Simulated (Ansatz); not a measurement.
# A frame of liquid hydrogen fluoride from 293 K (112 atoms): geometry optimisation, part 2 of 2

How does a frame of liquid hydrogen fluoride from 293 K (112 atoms) relax, and what do bonds, charges and levels look like afterwards?

Ansatz 0.2.0; Kohn-Sham DFT, PBE, PAW (set soft_2), plane waves.

The cell: 56 F and 56 H. The starting topology of bonds comes from the classical model. Only the Γ point is sampled, in a cell whose shortest periodic width is 12 Å.

So far, density (g/cm³): step 4 (structure statistics after relaxation) 1.01.

**5. Single point at the relaxed geometry (continued)**

States in the cell by windows of 1 eV, zero at the Fermi level; the larger projections on atomic orbitals stand beside the total:

```csv
from (eV),to (eV),total,F p,H s
-10,-9,40.7,30.4,8.1
-9,-8,23.8,18.7,3.4
-8,-7,31.5,26.1,2.7
-7,-6,16.0,13.8,0.9
-6,-5,8.0,7.9,0.0
-5,-4,209.9,208.7,0.3
-4,-3,6.1,6.1,0.0
-3,3,0.0,0.0,0.0
3,4,2.0,0.1,1.3
4,5,3.3,0.2,1.9
```

Between -26 and -10 eV lie 112 more states.

The levels nearest the highest filled one (over half full), pooled over k-points and spins:

```csv
level less the highest filled one (eV),occupation
-0.137,2
-0.133,2
-0.0983,2
-0.0787,2
-0.0705,2
0,2
7.76,0
8.88,0
8.93,0
8.97,0
9.02,0
9.07,0
```

Electrostatic potential energy in the bc plane at fractional x = 0.636, with atoms of F and H within 0.2 Å of it. With pseudopotentials it is smooth inside the atoms' cores, unlike the true potential.

Ten even steps from '0' (-39 eV) to '9' (4 eV), each cell a mean:
```
99853589999999999999999999999999999
99999999999999999999999999999999999
99999999999999999999999999999999999
99999999999999999999999854699999999
99999999999999988899888710389999999
98558999999999731789999976899999999
93002789998888866899999999999999999
75212048654378999999999999999999987
38887674001589999999999999999996431
89999996103899999999999999999981004
99999999889999999999999999999995248
99999999999999999999999999999999999
99999999999999999999999732599999999
99999999999999999999999500189999999
77899999999999999999999732599999998
13899999999999999999998647999999963
17999999999999999999997216999999830
79999999999999999999982006999999986
99999999999999999999981005999999999
99999999999999999999998678789999999
99999999999999999999999998889988999
99999999999999999999999999999843789
86631489999999999999999999999843578
84300069999999999999999999999998889
```
Columns run along b (12.3 Å; values clipped at the 3rd and 97th percentile), rows up along c (12.3 Å). Atoms in or near the plane, at fractional coordinates: F at (0.08, 0.71), H at (0.15, 0.68), F at (0.92, 0.59), H at (0.99, 0.64), F at (0.67, 0.24), H at (0.68, 0.32), F at (0.12, 0.02), H at (0.88, 0.07), F at (0.72, 0.43), H at (0.45, 0.76), F at (0.25, 0.62).

Valence density in the bc plane at fractional x = 0.636, with atoms of F and H within 0.2 Å of it. It is the smooth field of the valence electrons, not physical close to the nuclei.

Ten steps, logarithmic in the rise over the least value, from '0' (0 e/Å³) to '9' (11 e/Å³), each cell a mean:
```
01357531000000000000000000000000111
00112110000000000000000000000000000
00000000000000000000000122100000000
00000000000000000111101356521000000
00111000000001122232212478731000000
14664200000013344332111345420000000
36996421111123443211000011100000001
35776533555422211000000000000001222
33333236897421000000000000000125665
21000125886310000000000000000148985
10000002342100000000000000000136764
00000000000000000000000122100012221
00000000000000000000002467531000000
00000000000000000000002699841000000
32110000000000000000001467631000122
64200000000000000000001343210001356
74200000000000000000013553100001478
42100000000000000000147885200000245
10000000000000000000148985210000011
00000000000000000000024543221100000
00000000000000000000000111222211100
11122210000000000000000000123334332
23468641000000000000000000011235543
23589852000000000000000000000013332
```
Columns run along b (12.3 Å), rows up along c (12.3 Å). Atoms in or near the plane, at fractional coordinates: F at (0.08, 0.71), H at (0.15, 0.68), F at (0.92, 0.59), H at (0.99, 0.64), F at (0.67, 0.24), H at (0.68, 0.32), F at (0.12, 0.02), H at (0.88, 0.07), F at (0.72, 0.43), H at (0.45, 0.76), F at (0.25, 0.62).

Mean Löwdin charges: F -0.43, H +0.48 e (they miss 0.65 % of the electrons, so they add up to more than the cell's charge). The largest share in the top eV of filled states is F p (100 % of the projected weight), and in the lowest eV of empty states H s (79 % of the projected weight).

A closer look about H62, picked at random: 11 atoms, nearest first, numbered in the order of the input, with positions taken from that point.

```csv
atom,x,y,z,distance (Å),Löwdin charge (e)
H62,0.00,0.00,0.00,0.00,0.47
F61,-0.59,0.49,-0.64,0.99,-0.43
F57,0.86,-0.65,0.94,1.43,-0.42
H58,0.39,-1.28,1.54,2.04,0.48
H30,-1.26,-0.31,-1.62,2.07,0.48
F29,-1.74,-0.84,-2.31,3.01,-0.43
F47,2.73,0.08,-1.44,3.08,-0.43
F97,-1.90,1.15,2.25,3.17,-0.43
H98,-2.49,0.42,1.92,3.17,0.47
H52,2.93,1.22,-0.57,3.23,0.48
F39,-0.34,-2.22,2.34,3.24,-0.43
```

**6. Other settings**

Changed here: scf.occupations.method = "tetrahedron" and scf.occupations.width removed.

Input file input.yaml:

```yaml
crystal:
  lattice:
    - [12.25582, 0.0, 0.0]
    - [0.0, 12.25582, 0.0]
    - [0.0, 0.0, 12.25582]
  atoms:
    [... the 112 atom lines of step 2 ...]
kpoints:
  mp_grid: { grid: [1, 1, 1] }
hamiltonian:
  xc: pbe
scf:
  occupations: { method: tetrahedron }
output:
  forces: true
  stress: true
  populations: true
  dos:
    method: { smearing: { sigma: 0.1 } }
    de: 0.1
    projected: { site_lists: { F: [F], H: [H] } }
  eigenvalues: true
```

Started as:

```sh
ansatz run input.yaml --threads 4 --pin off --max-ram 8192MiB --backend cpu --events-out ev --progress --plain --runs-dir out
```

Run time: 12 s. Hardware: 4 threads of Intel Xeon Platinum 8488C (Sapphire Rapids), shared host; peak memory 2.1 GiB.

Notices of the run: tetrahedra set aside.

Geometry and reference: those of the single point at the start.

The program set the tetrahedra aside and kept another filling, so they aren't tested. Forces differ from those of the single point at the start by 0.002 meV/Å r.m.s., 2.0e-4 % of their size. It took 0.96 times the reference's time (shared host, so rough).

**7. Results**

```
energy change in the relaxation                  : -100 meV/atom
r.m.s. displacement                              : 1.61 Å
largest displacement                             : 2.848 Å
free energy per atom                             : -412.3101 eV/atom
pressure                                         : -0.02946 GPa
r.m.s. force component                           : 0.00422 eV/Å
gap (highest filled to lowest empty level) : 7.76 eV
wall time of the 4 DFT runs                      : 5.3 min
```

Relaxation lowers the energy by 100 meV/atom and moves atoms by 1.6 Å r.m.s.; the r.m.s. force component goes from 0.80 to 0.0042 eV/Å, the pressure goes from 3.6 to -0.029 GPa, and the gap from 7.42 to 7.76 eV. From the first step to the last the energy fell by 11.201 eV, and the largest move was 2.85 Å (F103). Between filled and empty levels lie 7.76 eV (at Γ alone); a semilocal functional tends to put such gaps too low. In a disordered cell it changes from sample to sample and from frame to frame.

What to keep in mind: The starting topology of bonds comes from the classical model; in DFT atoms moved by 1.6 Å r.m.s.

[Logs are printed without paths, hosts, clocks, repeated set-up lines and the standing remarks that a program may print on its own settings, such as how far it seeks lower states.]

[Hosts, paths, dates, database ids (printed as entryN), source tags and the programs' standing remarks are cut or masked in the printed files.]
